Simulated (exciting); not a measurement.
**CdS (Greenockite): the Cd L₃ edge from the Bethe–Salpeter equation**

Aim: the Cd L₃ absorption edge of CdS (Greenockite) with the electron–hole interaction treated explicitly, and what each term of the kernel does.

Main program and level: exciting sodium; X-ray absorption, core-level Bethe-Salpeter equation, exchange and statically screened direct term, Tamm-Dancoff, all-electron LAPW+lo PBE.

The database entry behind the starting cell differs from later determinations by our own check (about 0.35 % long), so it need not match the best structure at ambient conditions.

## (1) Set-up

It takes space group P6_3mc (No. 186, hexagonal). Conventional cell: a = 4.150 Å, b = 4.150 Å, c = 6.737 Å, α = 90.00°, β = 90.00°, γ = 120.00°. Nearest to Cd lie 4 S at 2.53 to 2.54 Å. Nearest to S lie 4 Cd at 2.53 to 2.54 Å. Farther neighbours and most contacts between anions are not listed.

Structure file:

```xyz
4
Lattice="4.1500 0.0000 0.0000 -2.0750 3.5940 0.0000 0.0000 0.0000 6.7370" Properties=species:S:1:pos:R:3 pbc="T T T"
Cd    2.0750    1.1980    3.3685
Cd    0.0000    2.3960    0.0000
S     2.0750    1.1980    5.8949
S     0.0000    2.3960    2.5264
```

Differences between curves are given as r.m.s. difference over r.m.s. height.

## (2) Ground state

The species files are the program's own, with muffin-tin radii set in the input.

input.xml reads:

```
<input>
  <title>CdS</title>
  <structure speciespath="." autormt="false" epslat="1.0e-5">
    <crystal>
      <basevect>7.8423634158 0.0000000000 0.0000000000</basevect>
      <basevect>-3.9211817079 6.7916859437 0.0000000000</basevect>
      <basevect>0.0000000000 0.0000000000 12.7310848993</basevect>
    </crystal>
    <species speciesfile="Cd.xml" rmt="2.300">
      <atom coord="0.6666666667 0.3333333333 0.5000000000"/>
      <atom coord="0.3333333333 0.6666666667 0.0000000000"/>
    </species>
    <species speciesfile="S.xml" rmt="2.300">
      <atom coord="0.6666666667 0.3333333333 0.8750000000"/>
      <atom coord="0.3333333333 0.6666666667 0.3750000000"/>
    </species>
  </structure>
  <groundstate do="fromscratch" xctype="GGA_PBE" ngridk="4 4 2" rgkmax="7" gmaxvr="14" nempty="8" swidth="0.001" maxscl="100" epsengy="1e-5"/>
</input>
```

Launch:

```sh
OMP_NUM_THREADS=1 mpirun -n 4 exciting
```

Output:

```text
EXCITING SODIUM started
********************************************************************************
* Ground-state run starting from atomic densities                              *
********************************************************************************
+ Starting initialization                                                      +
 Lattice vectors (cartesian) :
      7.8423634158      0.0000000000      0.0000000000
     -3.9211817079      6.7916859437      0.0000000000
      0.0000000000      0.0000000000     12.7310848993
 Reciprocal lattice vectors (cartesian) :
      0.8011851752      0.4625644766     -0.0000000000
      0.0000000000      0.9251289531      0.0000000000
      0.0000000000     -0.0000000000      0.4935310193
 Unit cell volume                           :     678.0941120122
 Brillouin zone volume                      :       0.3658049953
 Species :    1 (Cd)
     parameters loaded from                 :    Cd.xml
     name                                   :    cadmium
     nuclear charge                         :     -48.00000000
     electronic charge                      :      48.00000000
     atomic mass                            :  204912.71750000
     muffin-tin radius                      :       2.30000000
     # of radial points in muffin-tin       :     400
     atomic positions (lattice) :
       1 :   0.00000000  0.00000000  0.00000000
       2 :   0.66666667  0.33333333  0.50000000
 Species :    2 (S)
     parameters loaded from                 :    S.xml
     name                                   :    sulphur
     nuclear charge                         :     -16.00000000
     electronic charge                      :      16.00000000
     atomic mass                            :   58452.74216000
     muffin-tin radius                      :       2.30000000
     # of radial points in muffin-tin       :     300
     atomic positions (lattice) :
       1 :   0.00000000  0.00000000  0.37500000
       2 :   0.66666667  0.33333333  0.87500000
 Total number of atoms per unit cell        :       4
 Spin treatment                             :    spin-unpolarised
 Number of Bravais lattice symmetries       :      24
 Number of crystal symmetries               :      12
 k-point grid                               :       4    4    2
 Total number of k-points                   :       8
 k-point set is reduced with crystal symmetries
 R^MT_min * |G+k|_max (rgkmax)              :       7.00000000
 Species with R^MT_min                      :       1 (Cd)
 Maximum |G+k| for APW functions            :       3.04347826
 Maximum |G| for potential and density      :      14.00000000
 G-vector grid sizes                        :      36    36    60
 Total number of G-vectors                  :   31395
 Maximum angular momentum used for
     APW functions                          :       8
     computing H and O matrix elements      :       8
     potential and density                  :       8
     inner part of muffin-tin               :       2
 Total nuclear charge                       :    -128.00000000
 Total electronic charge                    :     128.00000000
 Total core charge                          :      80.00000000
 Total valence charge                       :      48.00000000
 Number of empty states                     :       8
 Total number of valence states             :      33
 Maximum Hamiltonian size                   :     368
 Maximum number of plane-waves              :     336
 Total number of local-orbitals             :      32
 Exchange-correlation type                  :      20
     Perdew-Burke-Ernzerhof, Phys. Rev. Lett. 77, 3865 (1996)
     Generalised gradient approximation (GGA)
 Smearing scheme                            :    Gaussian
 Smearing width                             :       0.00100000
 Using multisecant Broyden potential mixing
+ Ending initialization                                                        +
********************************************************************************
* Groundstate module started                                                   *
********************************************************************************
 Output level for this task is set to normal
+ Self-consistent loop started                                                 +
 Density and potential initialised from atomic data
+ SCF iteration number :    1                                                  +
 Total energy                               :    -11983.97630335
 _______________________________________________________________
 Fermi energy                               :         0.10829184
 Kinetic energy                             :     12543.10236742
 Coulomb energy                             :    -24166.16128365
 Exchange energy                            :      -354.52131571
 Correlation energy                         :        -6.39607142
 DOS at Fermi energy (states/Ha/cell)       :         0.00000000
 Electron charges :
     core                                   :        80.00000000
     core leakage                           :         0.00249898
     valence                                :        48.00000000
     interstitial                           :         6.05024305
     charge in muffin-tin spheres :
                  atom     1    Cd          :        45.80371458
                  atom     2    Cd          :        45.80371458
                  atom     3     S          :        15.17116389
                  atom     4     S          :        15.17116389
     total charge in muffin-tins            :       121.94975695
     total charge                           :       128.00000000
 Estimated fundamental gap                  :         0.06722084
        valence-band maximum at    1      0.0000  0.0000  0.0000
     conduction-band minimum at    1      0.0000  0.0000  0.0000
[... further iterations ...]
| Convergence targets achieved. Performing final SCF iteration                 +
 Total energy                               :    -11990.49725369
 _______________________________________________________________
 Fermi energy                               :         0.11053863
 Kinetic energy                             :     12536.22856546
 Coulomb energy                             :    -24165.88768034
 Exchange energy                            :      -354.43588167
 Correlation energy                         :        -6.40225714
 DOS at Fermi energy (states/Ha/cell)       :         0.00000000
 Electron charges :
     core                                   :        80.00000000
     core leakage                           :         0.00244954
     valence                                :        48.00000000
     interstitial                           :         6.39926800
     charge in muffin-tin spheres :
                  atom     1    Cd          :        45.95832570
                  atom     2    Cd          :        45.95832570
                  atom     3     S          :        14.84204030
                  atom     4     S          :        14.84204030
     total charge in muffin-tins            :       121.60073200
     total charge                           :       128.00000000
 Estimated fundamental gap                  :         0.04260540
        valence-band maximum at    1      0.0000  0.0000  0.0000
     conduction-band minimum at    1      0.0000  0.0000  0.0000
+ Self-consistent loop stopped                                                 +
 STATE.OUT is written
********************************************************************************
* Groundstate module stopped                                                   *
********************************************************************************
 Total time spent (seconds)                 :        42.77
| EXCITING SODIUM stopped                                                      =
```

It took 45 s on 4 MPI ranks of Intel Xeon at 2.70GHz, shared host.

The mesh shows a gap of 1.16 eV. Core levels (Dirac, from the valence top):

```
atom  level  energy (eV)
  Cd  2s1/2      -3930.2
  Cd  2p1/2      -3658.4
  Cd  2p3/2      -3466.0
  Cd  3s1/2       -728.9
  Cd  3p1/2       -620.0
  Cd  3p3/2       -585.6
  Cd  3d3/2       -393.0
  Cd  3d5/2       -386.0
  Cd  4s1/2       -101.3
```

## (3) A richer basis for the empty states

Each species file gets more local orbitals, built from u and its energy derivative at 0.15 Ha and u at 0.9 Ha.

input.xml is that of step 2.

SPECIES.xml, added lines reads:

```
<lo l="L">  <!-- L = 0, 1, 2 -->
  <wf matchingOrder="0" trialEnergy="0.1500" searchE="false"/>
  <wf matchingOrder="1" trialEnergy="0.1500" searchE="false"/>
  <wf matchingOrder="0" trialEnergy="0.9000" searchE="false"/>
</lo>
```

Launch:

```sh
OMP_NUM_THREADS=1 mpirun -n 4 exciting
```

Output:

```text
EXCITING SODIUM started
********************************************************************************
* Ground-state run starting from atomic densities                              *
********************************************************************************
+ Starting initialization                                                      +
[... lattice and species ...]
 Spin treatment                             :    spin-unpolarised
 Number of Bravais lattice symmetries       :      24
[...]
valence-band maximum at    1      0.0000  0.0000  0.0000
     conduction-band minimum at    1      0.0000  0.0000  0.0000
+ Self-consistent loop stopped                                                 +
 STATE.OUT is written
********************************************************************************
* Groundstate module stopped                                                   *
********************************************************************************
 Total time spent (seconds)                 :        37.24
| EXCITING SODIUM stopped                                                      =
[key lines of the parts left out:]
Total energy                               :    -11990.49850654
Fermi energy                               :         0.11102358
```

Elapsed: 39 s, on 4 MPI ranks.

Against the first ground state the total energy moves by -9 meV an atom and the gap by -0.01 eV.

[end of part 1 of 3]

[Banner, clock and machine lines of the logs are left out without a mark of their own.]

[Logs are printed without paths, hosts, clocks, repeated set-up lines and the standing remarks that a program may print on its own settings, such as how far it seeks lower states.]

[Hosts, paths, dates, database ids (printed as entryN), source tags and the programs' standing remarks are cut or masked in the printed files.]
